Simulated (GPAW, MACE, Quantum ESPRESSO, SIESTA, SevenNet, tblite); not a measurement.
**Amorphous Si0.4Ge0.6 (101 atoms): other programs against plane waves**

One geometry of amorphous Si0.4Ge0.6 (101 atoms) is solved by several programs and methods. How far do their forces lie from a plane-wave PBE run?

Results are calculated, not measured.

## Step 1: The structure

The cell holds 101 atoms (40 Si and 61 Ge), with edges of 13.08, 13.08 and 13.08 Å. Recipe: 101 atoms (40 Si, 61 Ge) placed at random at 4.12 g/cm³, melted at 3500 K for 10 ps at fixed volume with the Tersoff potential (Tersoff, Phys. Rev. B 39, 5566 (1989)). Quenched from 3500 K to 100 K at 500 K/ps and fixed volume, held 5 ps. Then every atom was moved at random, 0.05 Å r.m.s. a Cartesian component. The density is 4.12 g/cm³.

## Step 2: The reference input

Quantum ESPRESSO 7.5: Kohn-Sham DFT, PBE, SSSP efficiency 1.3.0 pseudopotentials, plane waves. Its input, pw.in:

```
&control
  calculation = 'scf'
  pseudo_dir = './pseudo'
  outdir = './tmp'
  disk_io = 'none'
  tprnfor = .true.
  tstress = .true.
/
&system
  ibrav = 0
  nat = 101
  ntyp = 2
  ecutwfc = 45
  ecutrho = 360
  nosym = .true.
  occupations = 'smearing'
  smearing = 'fd'
  degauss = 0.003675
/
&electrons
  conv_thr = 5.1e-07
  electron_maxstep = 100
  mixing_beta = 0.2
  mixing_mode = 'local-TF'
  diagonalization = 'david'
/
ATOMIC_SPECIES
Si 28.085 Si.upf
Ge 72.630 Ge.upf
CELL_PARAMETERS angstrom
13.08230 0.00000 0.00000
0.00000 13.08230 0.00000
0.00000 0.00000 13.08230
ATOMIC_POSITIONS crystal
Si 0.54471 0.13184 0.48315
Si 0.66253 0.12454 0.21123
Si 0.59414 0.86613 0.89757
Si 0.98395 0.77044 0.51400
[... 95 atom lines left out ...]
Ge 0.44657 0.88802 0.29648
Ge 0.06384 0.62524 0.61521
K_POINTS gamma
```

```console
$ OMP_NUM_THREADS=1 mpirun -np 4 pw.x -in pw.in > output.txt
```

Elapsed: 9.9 min, on 4 MPI ranks of Arm Neoverse V1, shared host; peak memory 6.8 GiB; 40 min of CPU time.

It converged with an r.m.s. force component of 0.53 eV/Å and a pressure of 0.29 GPa.

## Step 3: The other programs

- GPAW 26.7.0: PAW with atomic orbitals (LCAO), plane waves or a real-space grid of spacing h.
- MACE: machine-learned potential, published weights.
- SIESTA 5.4.2: numerical atomic orbitals, whose automatically made sets are far from complete, with PseudoDojo norm-conserving potentials that we converted to its format (checked against plane waves on the same files for H, C, O, Si, Ge and Ca alone); labels give functional, basis size, energy shift and mesh cutoff.
- SevenNet: machine-learned potential, published weights.
- tblite 0.8.0: extended tight binding, driven from Python.

All use the same cell and atoms, and the electronic-structure runs the same k-mesh.

## Step 4: All runs compared

Differences are against the reference: forces as r.m.s. over components, share as that over the reference's r.m.s. force, slope as the fitted ratio of a run's forces to the reference's.

| run | Δ force, r.m.s. (meV/Å) | share (%) | slope | Δ pressure (GPa) | cores | CPU time | memory (GiB) |
| --- | --- | --- | --- | --- | --- | --- | --- |
| reference | - | - | - | - | 4 | 40 min | 6.8 |
| GPAW PBE, LCAO dzp, h 0.2 Å | 65.0 | 12.2 | 1.093 | - | 1 | 8 min | 2.0 |
| GPAW PBE, LCAO sz(dzp), h 0.2 Å (coarse) | 325 | 60.9 | 1.283 | - | 1 | 1.9 min | 1.5 |
| GPAW PBE, LCAO szp(dzp), h 0.2 Å (coarse) | 156 | 29.2 | 1.204 | - | 1 | 5.9 min | 2.0 |
| GPAW PBE, plane waves 450 eV | 22.7 | 4.26 | 1.030 | 0.369 | 4 | 30 min | 3.3 |
| MACE MP-0b2 small potential | 220 | 41.3 | 0.737 | -0.992 | 1 | 7 s | 0.67 |
| MACE MP-0b3 medium potential | 204 | 38.2 | 0.777 | -1.24 | 1 | 8.6 s | 0.93 |
| SIESTA BLYP, PBE potentials, DZP, shift 0.01 Ry, mesh 300 Ry | 142 | 26.6 | 1.103 | 5.38 | 2 | 11 min | 2.4 |
| SIESTA PBE, DZP, shift 0.01 Ry, mesh 300 Ry | 139 | 26.1 | 1.129 | 1.45 | 2 | 12 min | 2.4 |
| SIESTA PBE, SZ, shift 0.01 Ry, mesh 300 Ry (coarse) | 411 | 76.9 | 1.442 | 8.63 | 1 | 2.6 min | 1.0 |
| SIESTA PBE, SZP, shift 0.01 Ry, mesh 300 Ry (coarse) | 263 | 49.3 | 1.334 | 3.65 | 1 | 7.9 min | 1.9 |
| SIESTA PBE, TZP, shift 0.01 Ry, mesh 300 Ry | 127 | 23.8 | 1.119 | 1.15 | 2 | 17 min | 2.8 |
| SevenNet l3i5 potential | 190 | 35.5 | 0.814 | -0.126 | 1 | 10 s | 1.2 |
| tblite GFN1-xTB | 235 | 44.0 | 0.839 | 1.92 | 1 | 16 s | 0.2 |

Rows marked coarse were listed beforehand as settings not expected to be converged; some can still land near the reference.

Times of the machine-learned potentials are mostly Python's start and the loading of weights.

CPU time is summed over cores on shared hosts, so it is rough.

## Step 5: Findings

Forces lie from 4.3 % (GPAW PBE, plane waves 450 eV) to 77 % (SIESTA PBE, SZ, shift 0.01 Ry, mesh 300 Ry, coarse) of the reference's r.m.s. force of 0.53 eV/Å away from it. Other PBE runs on plane waves or a grid: GPAW PBE, plane waves 450 eV 4.3 % of the r.m.s. force; the reference has errors of its own, so differences under a few per cent don't tell which side is nearer the exact PBE result. The PBE runs in local orbitals, coarse settings apart, differ by 12 % (GPAW PBE, LCAO dzp, h 0.2 Å) to 26 % (SIESTA PBE, DZP, shift 0.01 Ry, mesh 300 Ry); basis, grid and potentials can all enter. Tight binding differs by 44 % (tblite GFN1-xTB); it is another model, with fitted parameters of its own, and the xTB methods hold dispersion.

Machine-learned potentials differ by 36 % (SevenNet l3i5 potential) to 41 % (MACE MP-0b2 small potential); they were trained on other programs' data. The reference samples few k-points for this cell, and its sampling error, which other DFT runs on the same mesh share, can be part of so large a difference. Among those trained on PBE data the slope goes as low as 0.74, which softening far from their training structures can give, though the reference's k-sampling is untested too. Rows with another functional or a dispersion term differ by 27 % (SIESTA BLYP, PBE potentials, DZP, shift 0.01 Ry, mesh 300 Ry), which mixes the change of model with differences of basis and potentials, some of them made for another functional. Runs with settings chosen to be coarse differ by 29 % (GPAW PBE, LCAO szp(dzp), h 0.2 Å) to 77 % (SIESTA PBE, SZ, shift 0.01 Ry, mesh 300 Ry), their programs' other errors included. SIESTA PBE, SZP, shift 0.01 Ry, mesh 300 Ry stiffens the forces by a factor of 1.33 while following their directions (correlation 0.965); the slopes of the 5 SIESTA runs lie between 1.10 and 1.44. Pressures at PBE, coarse settings apart, lie +0.37 to +1.45 GPa from the reference's.

Caveats: Periodic xTB results under one method name differ between programs and library versions. The potentials hold different valence shells: 1014 electrons in the reference, 404 in GPAW; this bears on time and differences. GPAW's setups keep the filled d shell of Ge in the core. The reference's pressure holds the uncorrected Pulay stress of its 45 Ry basis, so small pressure differences may be the reference's own error. Machine-learned potentials mimic data converged in k, so the reference's own k-point error enters their differences. The quench rate of 500 K/ps is many orders above laboratory rates, so the cell is likely richer in defects and strain than a real sample. The network of bonds at the start is that of the classical potential that made the cell, and needn't be the one that DFT or experiment would give. The electronic-structure runs sample only Γ, in a cell whose shortest periodic width is 13 Å, which is coarse for a cell with partly filled levels. Spin–orbit coupling is left out. Where levels are smeared, the DFT runs use Fermi–Dirac occupations at 580 K (0.05 eV), and energies are free energies. The atoms were displaced at random, and shares hang on the size of the forces that this gives. The reference's cutoffs and mesh weren't converged further here.

[Logs are printed without paths, hosts, clocks, repeated set-up lines and the standing remarks that a program may print on its own settings, such as how far it seeks lower states.]

[Hosts, paths, dates, database ids (printed as entryN), source tags and the programs' standing remarks are cut or masked in the printed files.]

[Cells were taken only where this reference lay near another plane-wave run.]
